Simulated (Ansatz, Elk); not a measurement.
## Bonding as seen by X-rays: SrTiCu

Structure refinements treat a crystal as free atoms side by side. For a made-up structure of SrTiCu (cell and positions from a PBEsol relaxation) the runs below show what the calculated density changes in F(hkl).

Method: DFT, PBE, all-electron APW+lo, Dirac cores, scalar-relativistic bands, static density, no spin, in Elk 11.2.3 (patched build).

This account leaves out most program logs.

The structure was built from a prototype and need not be the compound's stable phase.

### Step 1. The structure

The structure is hexagonal, space group P-6m2 (No. 187). The conventional cell has a = 4.167 Å, b = 4.167 Å, c = 4.857 Å, α = 90.00°, β = 90.00°, γ = 120.00°. Sr has 6 Cu at 3.42 Å and 6 Ti at 3.42 Å nearest. Cu has 3 Ti at 2.41 Å and 6 Sr at 3.42 Å nearest. Nearest to Ti lie 3 Cu at 2.41 Å and 6 Sr at 3.42 Å. Farther neighbours are not listed.

### Step 2. Ground state and structure factors

An all-electron density is needed, since X-rays see the cores too. Task 0 finds the density and task 195 Fourier-transforms it; tshift is off so that phases refer to the origin typed.

elk.in reads:

```
tasks
  0
  195

xctype
  20

spinpol
  .false.

rgkmax
  7.0

gmaxvr
  14.0

lmaxo
  7

lmaxapw
  8

swidth
  0.002

tshift
  .false.

ramdisk
  .false.

hmaxvr
  5.5

maxscl
  120

epspot
  1e-06

sppath
  './'

avec
  7.87500236278 -0.00000000000 0.00000000000
  -3.93750118139 6.81995210103 0.00000000000
  0.00000000000 0.00000000000 9.17770809498

atoms
  3
  'Sr.in'
  1
  0.6666666667 0.3333333333 0.0000000000   0.000000 0.000000 0.000000
  'Cu.in'
  1
  0.0000000000 0.0000000000 0.5000000000   0.000000 0.000000 0.000000
  'Ti.in'
  1
  0.3333333333 0.6666666667 0.5000000000   0.000000 0.000000 0.000000

ngridk
  6 6 5
```

Launch:

```sh
$ OMP_NUM_THREADS=4 elk
```

Wall time 37 s (4 threads of Arm Neoverse N1, shared host); peak memory 0.16 GiB.

SFACRHO.OUT:

```text

h k l indices transformed by vhmat matrix:
   1.000000000       0.000000000       0.000000000    
   0.000000000       1.000000000       0.000000000    
   0.000000000       0.000000000       1.000000000    

      h      k      l  multipl.   |H|            Re(F)            Im(F)           |F|

      0      0      0      1   0.0000000       89.000000     -0.40496961E-18   89.000000    
      0      0     -1      2  0.68461377      -12.020514      0.14128129E-13   12.020514    
      0     -1      0      3  0.92129464      0.25151640      -12.762697       12.765175    
     -1      0      0      3  0.92129464      0.25151640       12.762697       12.765175    
      0     -1     -1      6   1.1478152      -31.454315      -41.571231       52.130041    
     -1      0     -1      6   1.1478152      -31.454315       41.571231       52.130041    
      0      0      2      2   1.3692275       68.482984      0.25016866E-13   68.482984    
      1      1      0      6   1.5957291       64.707857      0.27453205E-13   64.707857    
      0      1     -2      6   1.6503236      0.76407574E-01   11.584853       11.585105    
      0     -1     -2      6   1.6503236      0.76407574E-01  -11.584853       11.585105    
     -1     -1     -1     12   1.7363892      -7.6349023      0.89544795E-14   7.6349023    
      0     -2      0      3   1.8425893     -0.18770961E-01   11.348371       11.348386    
     -2      0      0      3   1.8425893     -0.18770961E-01  -11.348371       11.348386    
     -2      0     -1      6   1.9656631      -26.046460      -33.974952       42.810225    
      2      0     -1      6   1.9656631      -26.046460       33.974952       42.810225    
      0      0     -3      2   2.0538413      -6.7467158      0.45847425E-13   6.7467158    
     -2      1      2     12   2.1026496       57.044264     -0.78829378E-08   57.044264    
     -1      1     -3      6   2.2510104      -24.414459      -31.792727       40.085450
```

Elk indexes on the primitive cell of elk.in and gives |H| = 4π sin θ/λ in inverse bohr. Below, one row stands for each form hkl of the conventional cell (m members, Friedel mates merged), F is for one primitive cell and the density is static (no thermal factor). Free-atom factors are Waasmaier and Kirfel's, and R is Σm||F|−|F'||/Σm|F|.

| hkl | m | sin θ/λ (Å⁻¹) | abs F, DFT | neutral atoms | diff. | abs of complex diff. |
| --- | --- | --- | --- | --- | --- | --- |
| 001 | 2 | 0.103 | 12.021 | 11.983 | +0.038 | 0.038 |
| 100 | 6 | 0.139 | 12.765 | 12.689 | +0.076 | 0.192 |
| 101 | 12 | 0.173 | 52.130 | 52.322 | -0.192 | 0.239 |
| 002 | 2 | 0.206 | 68.483 | 68.936 | -0.453 | 0.453 |
| 110 | 6 | 0.240 | 64.708 | 65.220 | -0.512 | 0.512 |
| 102 | 12 | 0.248 | 11.585 | 11.554 | +0.031 | 0.403 |
| 111 | 12 | 0.261 | 7.635 | 8.127 | -0.492 | 0.492 |
| 200 | 6 | 0.277 | 11.348 | 11.228 | +0.120 | 0.451 |
| 201 | 12 | 0.296 | 42.810 | 43.110 | -0.300 | 0.367 |
| 003 | 2 | 0.309 | 6.747 | 6.987 | -0.240 | 0.240 |
| 112 | 12 | 0.316 | 57.044 | 57.345 | -0.300 | 0.300 |
| 103 | 12 | 0.339 | 40.085 | 40.216 | -0.130 | 0.229 |
| 202 | 12 | 0.345 | 10.596 | 10.546 | +0.050 | 0.190 |
| 210 | 12 | 0.367 | 10.308 | 10.362 | -0.054 | 0.143 |
| 211 | 24 | 0.381 | 37.566 | 37.620 | -0.054 | 0.119 |
| 113 | 12 | 0.391 | 4.957 | 5.046 | -0.090 | 0.090 |
| 004 | 2 | 0.412 | 48.898 | 48.933 | -0.034 | 0.034 |
| 203 | 12 | 0.415 | 35.647 | 35.704 | -0.057 | 0.077 |

### Step 3. The highest occupied states alone

An energy window below the Fermi level keeps the highest occupied states, to see at which angles they scatter; shallow core shells can lie inside it and anion s states outside. No new self-consistency is needed.

Changes to elk.in since step 2:

```diff
@@ -1,3 +1,2 @@
 tasks
-  0
   195
@@ -40,2 +39,5 @@
 
+wsfac
+  -0.356690 0.494550
+
 sppath
```

Launch:

```sh
$ OMP_NUM_THREADS=4 elk
```

Elapsed: 13 s, on 4 threads; peak memory 0.16 GiB; 16 s of CPU time.

States within 15 eV below the Fermi level hold 17.00 electrons; any levels below the window count with the cores. Their amplitudes can exceed the total, where window and core parts have opposite phase:

| hkl | sin θ/λ (Å⁻¹) | abs F, window | abs F, all |
| --- | --- | --- | --- |
| 001 | 0.103 | 11.333 | 12.021 |
| 100 | 0.139 | 7.679 | 12.765 |
| 101 | 0.173 | 6.934 | 52.130 |
| 002 | 0.206 | 7.354 | 68.483 |
| 110 | 0.240 | 6.393 | 64.708 |
| 102 | 0.248 | 5.231 | 11.585 |
| 111 | 0.261 | 5.740 | 7.635 |
| 200 | 0.277 | 4.638 | 11.348 |
| 201 | 0.296 | 4.468 | 42.810 |
| 003 | 0.309 | 4.890 | 6.747 |

### Step 4. Another functional

The difference from free atoms is small, so it is set against the change that LDA (Perdew-Wang) makes.

Changes to elk.in since step 3:

```diff
@@ -1,2 +1,3 @@
 tasks
+  0
   195
@@ -4,3 +5,3 @@
 xctype
-  20
+  3
 
@@ -39,5 +40,2 @@
 
-wsfac
-  -0.356690 0.494550
-
 sppath
```

Launch:

```sh
$ OMP_NUM_THREADS=4 elk
```

Wall time 25 s (4 threads); peak memory 0.16 GiB; 71 s of CPU time.

Against the first run R = 0.05 %; the largest change is -0.023 at 112.

### Step 5. Basis size

A smaller basis shows how fast F responds to it; the change is likely larger than the basis error of the first run, but doesn't show convergence.

Changes to elk.in since step 4:

```diff
@@ -5,3 +5,3 @@
 xctype
-  3
+  20
 
@@ -11,3 +11,3 @@
 rgkmax
-  7.0
+  5.5
```

Launch:

```sh
$ OMP_NUM_THREADS=4 elk
```

Wall time 32 s (4 threads); peak memory 0.16 GiB.

Against the first run R = 0.04 %; the largest change is -0.084 at 002.

### Step 6. A coarser k-mesh

About half the k-points along each axis test the sampling.

Changes to elk.in since step 5:

```diff
@@ -11,3 +11,3 @@
 rgkmax
-  5.5
+  7.0
 
@@ -61,2 +61,2 @@
 ngridk
-  6 6 5
+  3 3 2
```

Launch:

```sh
$ OMP_NUM_THREADS=4 elk
```

The job ended after 24 s (4 threads; peak memory 0.16 GiB).

Against the first run R = 0.02 %; the largest change is -0.030 at 002.

### Step 7. Settings against the effect

| run | R against the first run (%) | R against neutral atoms, low angle (%) | wall time |
| --- | --- | --- | --- |
| PBE, rgkmax 7 | 0.00 | 0.84 | 37 s |
| LDA (Perdew-Wang) | 0.05 | 0.86 | 25 s |
| rgkmax 5.5 | 0.04 | 0.92 | 32 s |
| k-mesh 3×3×2 | 0.02 | 0.86 | 24 s |

### Step 8. Outcome

```json
{
 "R against neutral atoms, sin θ/λ < 0.3 Å⁻¹": "0.84 %",
 "R against neutral atoms, 0.3 to 0.82 Å⁻¹": "0.21 %"
}
```

Independent neutral atoms miss the calculated amplitudes by R = 0.84 % below 0.3 Å⁻¹ and 0.21 % from there to 0.82 Å⁻¹; by shells, 0.53 % below 0.15 Å⁻¹ (2 forms), 0.86 % 0.15 to 0.3 (7 forms), 0.33 % 0.3 to 0.45 (13 forms), 0.19 % above 0.45 (73 forms). Bonding, aspherical density and the tables' own atoms all enter these figures, and the runs don't part them. The largest change of an amplitude is -0.51 electrons, at 110. R counts amplitudes alone; phases shift too. The window's part falls from 17.0 electrons at the origin to at most 2.56 between 0.45 and 0.82 Å⁻¹, where compact states inside the window still scatter. Below 0.3 Å⁻¹ the changes that finished (LDA (Perdew-Wang), rgkmax 5.5 and k-mesh 3×3×2) move F by R = 0.09 % at most, against the 0.84 % that separates it from free atoms. These runs have no spin, though d or f shells may be open. Part of the difference isn't bonding: the tables are fits to free atoms and ions calculated by other methods than this functional. Thermal motion, anomalous dispersion and extinction are left out.

[Logs are printed without paths, hosts, clocks, repeated set-up lines and the standing remarks that a program may print on its own settings, such as how far it seeks lower states.]

[Hosts, paths, dates, database ids (printed as entryN), source tags and the programs' standing remarks are cut or masked in the printed files.]
